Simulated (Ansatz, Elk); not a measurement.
**How far do independent atoms describe AgRuS2?**

Structure refinements treat a crystal as free atoms side by side. For a made-up structure of AgRuS2 (cell and positions from a PBE relaxation) the runs below show what the calculated density changes in F(hkl).

Main program and level: Elk 11.2.3 (patched build); DFT, PBE, all-electron APW+lo, Dirac cores, scalar-relativistic bands, static density, no spin.

The structure was built from a prototype and need not be the compound's stable phase.

## Step 1: Starting point

Symmetry: P6_3/mmc, No. 194, hexagonal system. The conventional cell has a = 3.517 Å, b = 3.517 Å, c = 14.557 Å, α = 90.00°, β = 90.00°, γ = 120.00°. Nearest to Ag lie 2 S at 2.40 Å. Ru has 6 S at 2.38 Å nearest. Nearest to S lie 3 Ru at 2.38 Å and 1 Ag at 2.40 Å. Farther neighbours and most contacts between anions are not listed.

## Step 2: Ground state and structure factors

An all-electron density is needed, since X-rays see the cores too. Task 0 finds the density and task 195 Fourier-transforms it; tshift is off so that phases refer to the origin typed.

The input, elk.in:

```
tasks
  0
  195

xctype
  20

spinpol
  .false.

rgkmax
  7.0

gmaxvr
  14.0

lmaxo
  7

lmaxapw
  8

swidth
  0.002

tshift
  .false.

ramdisk
  .false.

hmaxvr
  5.5

maxscl
  120

epspot
  1e-06

sppath
  './'

avec
  6.64630469581 0.00000000000 0.00000000000
  -3.32315234790 5.75586870786 0.00000000000
  0.00000000000 0.00000000000 27.50869808588

atoms
  3
  'Ag.in'
  2
  0.3333333333 0.6666666667 0.2500000000   0.000000 0.000000 0.000000
  0.6666666667 0.3333333333 0.7500000000   0.000000 0.000000 0.000000
  'Ru.in'
  2
  0.0000000000 0.0000000000 0.0000000000   0.000000 0.000000 0.000000
  0.0000000000 -0.0000000000 0.5000000000   0.000000 0.000000 0.000000
  'S.in'
  4
  0.3333333333 0.6666666667 0.0852432867   0.000000 0.000000 0.000000
  0.6666666667 0.3333333333 0.5852432867   0.000000 0.000000 0.000000
  0.6666666667 0.3333333333 0.9147567133   0.000000 0.000000 0.000000
  0.3333333333 0.6666666667 0.4147567133   0.000000 0.000000 0.000000

ngridk
  7 7 2
```

Run with:

```bash
$ OMP_NUM_THREADS=4 elk
```

Numbers of over 12 decimals in the logs are rounded to 6 here.

What it wrote:

```text
┌─────────────────────────┐
│ Elk code version 11.2.3 │
└─────────────────────────┘

All units are atomic (Hartree, Bohr, etc.)

┌─────────────────────────────────────────────────┐
│ Ground-state run starting from atomic densities │
└─────────────────────────────────────────────────┘

Lattice vectors :
   6.646304696       0.000000000       0.000000000
  -3.323152348       5.755868708       0.000000000
   0.000000000       0.000000000       27.50869809

Reciprocal lattice vectors :
  0.9453652209      0.5458068648      -0.000000000
   0.000000000       1.091613730       0.000000000
   0.000000000      -0.000000000      0.2284072219

Unit cell volume      :    1052.352321
Brillouin zone volume :   0.2357102355

Muffin-tin inner radius fraction :   0.1000000000E-01

Nuclei treated as point charges

Species : 1 (Ag)
 parameters loaded from : Ag.in
 name : silver
 nuclear charge    :   -47.00000000
 electronic charge :    47.00000000
 atomic mass :    196631.6998
 muffin-tin radius :    2.512567508
 number of radial points in muffin-tin :   1193
 inner part over the whole radius :   0.9967465152E-02
 number on inner part of muffin-tin    :    849
 approximate nuclear radius :   0.8648227117E-04
 number of mesh points to nuclear radius :    426
 atomic positions (lattice), magnetic fields (Cartesian) :
  1 :   0.33333333 -0.33333333  0.25000000    0.00000000  0.00000000  0.00000000
  2 :  -0.33333333  0.33333333 -0.25000000    0.00000000  0.00000000  0.00000000

Species : 2 (Ru)
 parameters loaded from : Ru.in
 name : ruthenium
 nuclear charge    :   -44.00000000
 electronic charge :    44.00000000
 atomic mass :    184239.3393
 muffin-tin radius :    2.408800803
 number of radial points in muffin-tin :   1193
 inner part over the whole radius :   0.9917966566E-02
 number on inner part of muffin-tin    :    847
 approximate nuclear radius :   0.8462081736E-04
 number of mesh points to nuclear radius :    424
 atomic positions (lattice), magnetic fields (Cartesian) :
  1 :   0.00000000  0.00000000  0.00000000    0.00000000  0.00000000  0.00000000
  2 :   0.00000000  0.00000000  0.50000000    0.00000000  0.00000000  0.00000000

Species : 3 (S)
 parameters loaded from : S.in
 name : sulphur
 nuclear charge    :   -16.00000000
 electronic charge :    16.00000000
 atomic mass :    58450.91931
 muffin-tin radius :    1.969675176
 number of radial points in muffin-tin :    793
 inner part over the whole radius :   0.9841446284E-02
 number on inner part of muffin-tin    :    552
 approximate nuclear radius :   0.6195814986E-04
 number of mesh points to nuclear radius :    252
 atomic positions (lattice), magnetic fields (Cartesian) :
  1 :   0.33333333 -0.33333333  0.08524329    0.00000000  0.00000000  0.00000000
  2 :  -0.33333333  0.33333333 -0.41475671    0.00000000  0.00000000  0.00000000
  3 :  -0.33333333  0.33333333 -0.08524329    0.00000000  0.00000000  0.00000000
  4 :   0.33333333 -0.33333333  0.41475671    0.00000000  0.00000000  0.00000000

Total number of atoms per unit cell :    8
Total muffin-tin volume :    378.0102270
 ratio of muffin-tin to unit cell volume :   0.3592050110

Spin treatment :
 spin-unpolarised

Number of Bravais lattice symmetries :   24
Number of crystal symmetries         :   24
Crystal has inversion symmetry
Real symmetric eigensolver will be used

k-point grid :      7     7     2
k-point offset :    0.000000000       0.000000000       0.000000000
k-point set is reduced with full crystal symmetry group
Total number of k-points :       16

Muffin-tin radius times maximum |G+k| :    7.000000000
 using average radius
Maximum |G+k| for APW functions       :    3.160014562
Maximum (1/2)|G+k|²                   :    4.992846016
Maximum |G| for potential and density :    14.00000000
Constant for pseudocharge density :    9
 order of it for each species :   16  16  16
 order of it for pair densities of each species (exact exchange by exxq0 0: 17) :   13  12   6
Radial integration step length :    1

[...]
correlation                 :     -12.222397944583
 electron entropic           :    -0.38769533924619E-02
 total energy                :     -21297.844948351

Density of states at Fermi energy :    308.6909427
 (states/Hartree/unit cell)

Estimated indirect band gap :   0.1408315304E-02
 from k-point 4 to k-point 11
Estimated direct band gap   :   0.3776373443E-02
 at k-point 6

Charges :
 core                        :    152.0000000
 valence                     :    94.00000000
 interstitial                :    15.02754288
 muffin-tins (core leakage)
  species : 1 (Ag)
[...]
species : 2 (Ru)
[...]
species : 3 (S)
[...]
total in muffin-tins        :    230.9724571
 total calculated charge     :    245.9953906
 total charge                :    246.0000000
 error                       :   0.4609352589E-02

RMS change in Kohn-Sham potential (target) :   0.3592155544     (  0.1000000000E-05)
Absolute change in total energy (target)   :   0.3699697644     (  0.1000000000E-03)

[... loops 3 to 17 left out ...]

┌──────────────────┐
│ Loop number : 18 │
└──────────────────┘

Energies :
 Fermi                       :     0.213079
 sum of occupied eigenvalues :     -12675.556297182
 electron kinetic            :      22160.147537431
 core electron kinetic       :      21453.094468842
 Coulomb                     :     -42786.044861651
 Coulomb potential           :     -33963.978648798
 nuclear-nuclear             :     -2321.9342810939
 electron-nuclear            :     -47015.881806168
 Hartree                     :      6551.7712256110
 Madelung                    :     -25804.055537252
 xc potential                :     -871.72518581455
 exchange                    :     -657.01070872487
 correlation                 :     -12.236311697016
 electron entropic           :    -0.34455481931056E-02
 total energy                :     -21295.147790190

Density of states at Fermi energy :    258.0635132
 (states/Hartree/unit cell)

Estimated indirect band gap :   0.1198858102E-02
 from k-point 7 to k-point 11
Estimated direct band gap   :   0.2301625804E-02
 at k-point 11

Charges :
 core                        :    152.0000000
 valence                     :    94.00000000
 interstitial                :    14.38118123
 muffin-tins (core leakage)
  species : 1 (Ag)
[...]
species : 2 (Ru)
[...]
species : 3 (S)
[...]
total in muffin-tins        :    231.6188188
 total calculated charge     :    245.9954956
 total charge                :    246.0000000
 error                       :   0.4504350181E-02

RMS change in Kohn-Sham potential (target) :   0.2358798447E-06 (  0.1000000000E-05)
Absolute change in total energy (target)   :   0.1506911940E-04 (  0.1000000000E-03)

Convergence targets achieved

┌──────────────────┐
│ Loop number : 19 │
└──────────────────┘

Energies :
 Fermi                       :     0.213079
 sum of occupied eigenvalues :     -12675.556298250
 electron kinetic            :      22160.147545851
 core electron kinetic       :      21453.094469741
 Coulomb                     :     -42786.044873353
 Coulomb potential           :     -33963.978637491
 nuclear-nuclear             :     -2321.9342810939
 electron-nuclear            :     -47015.881840632
 Hartree                     :      6551.7712483721
 Madelung                    :     -25804.055554608
 xc potential                :     -871.72520661044
 exchange                    :     -657.01070927996
 correlation                 :     -12.236311733077
 electron entropic           :    -0.34455469142438E-02
 total energy                :     -21295.147794063

Density of states at Fermi energy :    258.0633916
 (states/Hartree/unit cell)

Estimated indirect band gap :   0.1198863285E-02
 from k-point 7 to k-point 11
Estimated direct band gap   :   0.2301638876E-02
 at k-point 11

Charges :
 core                        :    152.0000000
 valence                     :    94.00000000
 interstitial                :    14.38118102
 muffin-tins (core leakage)
  species : 1 (Ag)
[...]
species : 2 (Ru)
[...]
species : 3 (S)
[...]
atom 2                    :    13.81385697     (  0.3233977752E-03)
   atom 3                    :    13.81385697     (  0.3233977752E-03)
   atom 4                    :    13.81385697     (  0.3233977752E-03)
 total in muffin-tins        :    231.6188190
 total calculated charge     :    245.9954956
 total charge                :    246.0000000
 error                       :   0.4504351091E-02

┌──────────────────────────────┐
│ Self-consistent loop stopped │
└──────────────────────────────┘

Warning : core states of species 3 leak from the muffin-tin :   0.3233977752E-03

Wrote STATE.OUT
```

Run time: 29 s. Hardware: 4 threads of AMD EPYC 9R45 (Zen 5), shared host; peak memory 0.32 GiB; 80 s of CPU time.

SFACRHO.OUT:

```text

h k l indices transformed by vhmat matrix:
   1.000000000       0.000000000       0.000000000    
   0.000000000       1.000000000       0.000000000    
   0.000000000       0.000000000       1.000000000    

      h      k      l  multipl.   |H|            Re(F)            Im(F)           |F|

      0      0      0      1   0.0000000       246.00000      0.17420143E-15   246.00000    
      0      0     -1      2  0.22840722      0.32859725E-13 -0.12778782E-13  0.35257039E-13
      0      0     -2      2  0.45681444       22.910339      0.49289587E-13   22.910339    
      0      0      3      2  0.68522167     -0.47635192E-13  0.62068369E-13  0.78240616E-13
      0      0      4      2  0.91362889       132.50747     -0.79411002E-13   132.50747    
      0      1      0      6   1.0916137       9.4640812     -0.19168173E-13   9.4640812    
     -1      1      1      6   1.1152535      -90.683471     -0.91277014E-14   90.683471    
      0     -1     -1      6   1.1152535       90.683471     -0.57504519E-13   90.683471    
      0      0      5      2   1.1420361      0.41987426E-13  0.73021611E-13  0.84232415E-13
     -1      0     -2      6   1.1833427       100.41929      0.23732024E-13   100.41929    
      1      0     -2      6   1.1833427       100.41929      0.53796390E-13   100.41929    
     -1      1     -3      6   1.2888558      -27.108315     -0.12596228E-12   27.108315    
     -1      0     -3      6   1.2888558       27.108315     -0.93102554E-13   27.108315    
      0      0      6      2   1.3704433      -50.093552     -0.12379445E-12   50.093552    
     -1      1      4      6   1.4234951       42.661216     -0.79068713E-13   42.661216    
     -1      0      4      6   1.4234951       42.661216     -0.11409627E-12   42.661216    
     -1      0     -5      6   1.5798313      -77.764161     -0.18255403E-14   77.764161    
      1     -1      5      6   1.5798313       77.764161     -0.63893910E-13   77.764161
```

Elk indexes on the primitive cell of elk.in and gives |H| = 4π sin θ/λ in inverse bohr. Below, one row stands for each form hkl of the conventional cell (m members, Friedel mates merged), F is for one primitive cell and the density is static (no thermal factor). Free-atom factors are Waasmaier and Kirfel's, and R is Σm||F|−|F'||/Σm|F|.

```
hkl   m  sin θ/λ (Å⁻¹)  abs F, DFT  neutral atoms   diff.
001   2          0.034       0.000          0.000  +0.000
002   2          0.069      22.910         22.610  +0.300
003   2          0.103       0.000          0.000  +0.000
004   2          0.137     132.507        133.067  -0.560
100   6          0.164       9.464          9.686  -0.222
101  12          0.168      90.683         90.733  -0.049
005   2          0.172       0.000          0.000  +0.000
102  12          0.178     100.419        100.941  -0.522
103  12          0.194      27.108         27.694  -0.585
006   2          0.206      50.094         49.769  +0.324
104  12          0.214      42.661         42.912  -0.251
105  12          0.238      77.764         77.991  -0.227
007   2          0.240       0.000          0.000  +0.000
106  12          0.264     116.515        117.007  -0.492
008   2          0.275     113.439        114.063  -0.624
110   6          0.284     164.364        164.912  -0.548
111  12          0.286       0.000          0.000  +0.000
107  12          0.291      74.948         75.117  -0.169
112  12          0.292      12.187         12.361  -0.174
113  12          0.302       0.000          0.000  +0.000
009   2          0.309       0.000          0.000  +0.000
114  12          0.316     102.077        102.416  -0.339
```

## Step 3: The highest occupied states alone

An energy window below the Fermi level keeps the highest occupied states, to see at which angles they scatter; shallow core shells can lie inside it and anion s states outside. No new self-consistency is needed.

Edit elk.in of step 2 so:

```diff
@@ -1,3 +1,2 @@
 tasks
-  0
   195
@@ -40,2 +39,5 @@
 
+wsfac
+  -0.227910 0.513080
+
 sppath
```

Run with:

```bash
$ OMP_NUM_THREADS=4 elk
```

What it wrote:

```text
┌─────────────────────────────────┐
│ Elk code version 11.2.3 started │
└─────────────────────────────────┘

Info(readinput): the functional depends on the density's gradient
 muffin-tin radial points multiplied by    2.00000
 (not where nrmtscf is given)

┌────────────────────┐
│ Current task : 195 │
└────────────────────┘
Info(checkmt): changed muffin-tin radius of species 1 (Ag) from   2.6000 to   2.5126
Info(checkmt): changed muffin-tin radius of species 2 (Ru) from   2.6000 to   2.4088
Info(checkmt): changed muffin-tin radius of species 3 (S) from   2.2000 to   1.9697

Info(sfacrho): density structure factors written to SFACRHO.OUT

 Energy window :  -0.2279100000      0.5130800000

┌──────────────────┐
│ Elk code stopped │
└──────────────────┘
```

It took 9.4 s on 4 threads; peak memory 0.23 GiB.

States within 12 eV below the Fermi level hold 54.00 electrons; any levels below the window count with the cores. Their amplitudes can exceed the total, where window and core parts have opposite phase:

```
hkl  sin θ/λ (Å⁻¹)  abs F, window  abs F, all
001          0.034          0.000       0.000
002          0.069          0.511      22.910
003          0.103          0.000       0.000
004          0.137         18.373     132.507
100          0.164          2.393       9.464
101          0.168         13.557      90.683
005          0.172          0.000       0.000
102          0.178         10.789     100.419
103          0.194          4.906      27.108
006          0.206          9.019      50.094
```

## Step 4: Another functional

The difference from free atoms is small, so it is set against the change that LDA (Perdew-Wang) makes.

Edit elk.in of step 3 so:

```diff
@@ -1,2 +1,3 @@
 tasks
+  0
   195
@@ -4,3 +5,3 @@
 xctype
-  20
+  3
 
@@ -39,5 +40,2 @@
 
-wsfac
-  -0.227910 0.513080
-
 sppath
```

Run with:

```bash
$ OMP_NUM_THREADS=4 elk
```

What it wrote:

```text
┌─────────────────────────┐
│ Elk code version 11.2.3 │
└─────────────────────────┘

All units are atomic (Hartree, Bohr, etc.)

┌─────────────────────────────────────────────────┐
│ Ground-state run starting from atomic densities │
└─────────────────────────────────────────────────┘

Lattice vectors :
   6.646304696       0.000000000       0.000000000
  -3.323152348       5.755868708       0.000000000
   0.000000000       0.000000000       27.50869809

Reciprocal lattice vectors :
  0.9453652209      0.5458068648      -0.000000000
[...]
species : 2 (Ru)
[...]
species : 3 (S)
[...]
atom 3                    :    13.79549444     (  0.3213454469E-03)
   atom 4                    :    13.79549444     (  0.3213454469E-03)
 total in muffin-tins        :    231.5550003
 total calculated charge     :    245.9955302
 total charge                :    246.0000000
 error                       :   0.4469815189E-02

┌──────────────────────────────┐
│ Self-consistent loop stopped │
└──────────────────────────────┘

Warning : core states of species 3 leak from the muffin-tin :   0.3213454469E-03

Wrote STATE.OUT
[key lines of the parts left out:]
total energy                :     -21271.799329429
```

Wall time 18 s (4 threads); peak memory 0.25 GiB; 49 s of CPU time.

Against the first run R = 0.05 %; the largest change is -0.080 at 008.

## Step 5: A coarser k-mesh

About half the k-points along each axis test the sampling.

Edit elk.in of step 4 so:

```diff
@@ -5,3 +5,3 @@
 xctype
-  3
+  20
 
@@ -66,2 +66,2 @@
 ngridk
-  7 7 2
+  4 4 1
```

Run with:

```bash
$ OMP_NUM_THREADS=4 elk
```

What it wrote:

```text
┌─────────────────────────┐
│ Elk code version 11.2.3 │
└─────────────────────────┘

All units are atomic (Hartree, Bohr, etc.)

┌─────────────────────────────────────────────────┐
│ Ground-state run starting from atomic densities │
└─────────────────────────────────────────────────┘

Lattice vectors :
   6.646304696       0.000000000       0.000000000
  -3.323152348       5.755868708       0.000000000
   0.000000000       0.000000000       27.50869809

Reciprocal lattice vectors :
  0.9453652209      0.5458068648      -0.000000000
[...]
species : 2 (Ru)
[...]
species : 3 (S)
[...]
atom 3                    :    13.81323003     (  0.3233272359E-03)
   atom 4                    :    13.81323003     (  0.3233272359E-03)
 total in muffin-tins        :    231.6177149
 total calculated charge     :    245.9955982
 total charge                :    246.0000000
 error                       :   0.4401827011E-02

┌──────────────────────────────┐
│ Self-consistent loop stopped │
└──────────────────────────────┘

Warning : core states of species 3 leak from the muffin-tin :   0.3233272359E-03

Wrote STATE.OUT
[key lines of the parts left out:]
total energy                :     -21295.152167835
```

Elapsed: 18 s, on 4 threads; peak memory 0.31 GiB.

Against the first run R = 0.01 %; the largest change is +0.024 at 004.

## Step 6: Settings against the effect

```
              run  R against the first run (%)  R against neutral atoms, low angle (%)  wall time
    PBE, rgkmax 7                         0.00                                    0.46       29 s
LDA (Perdew-Wang)                         0.05                                    0.48       18 s
     k-mesh 4×4×1                         0.01                                    0.47       18 s
```

## Step 7: Results

```
R against neutral atoms, sin θ/λ < 0.3 Å⁻¹ : 0.46 %
R against neutral atoms, 0.3 to 0.72 Å⁻¹   : 0.36 %
```

What this shows: Independent neutral atoms miss the calculated amplitudes by R = 0.46 % below 0.3 Å⁻¹ and 0.36 % from there to 0.72 Å⁻¹; by shells, 0.55 % below 0.15 Å⁻¹ (2 forms), 0.46 % 0.15 to 0.3 (12 forms), 0.41 % 0.3 to 0.45 (24 forms), 0.35 % above 0.45 (85 forms). Bonding, aspherical density and the tables' own atoms all enter these figures, and the runs don't part them. The largest change of an amplitude is -0.62 electrons, at 008. The window's part falls from 54.0 electrons at the origin to at most 1.22 between 0.45 and 0.72 Å⁻¹, where compact states inside the window still scatter. Below 0.3 Å⁻¹ the changes that finished (LDA (Perdew-Wang) and k-mesh 4×4×1) move F by R = 0.04 % at most, against the 0.46 % that separates it from free atoms. The basis has no finished test. These runs have no spin, though d or f shells may be open. Part of the difference isn't bonding: the tables are fits to free atoms and ions calculated by other methods than this functional. Thermal motion, anomalous dispersion and extinction are left out.

[Logs are printed without paths, hosts, clocks, repeated set-up lines and the standing remarks that a program may print on its own settings, such as how far it seeks lower states.]

[Hosts, paths, dates, database ids (printed as entryN), source tags and the programs' standing remarks are cut or masked in the printed files.]
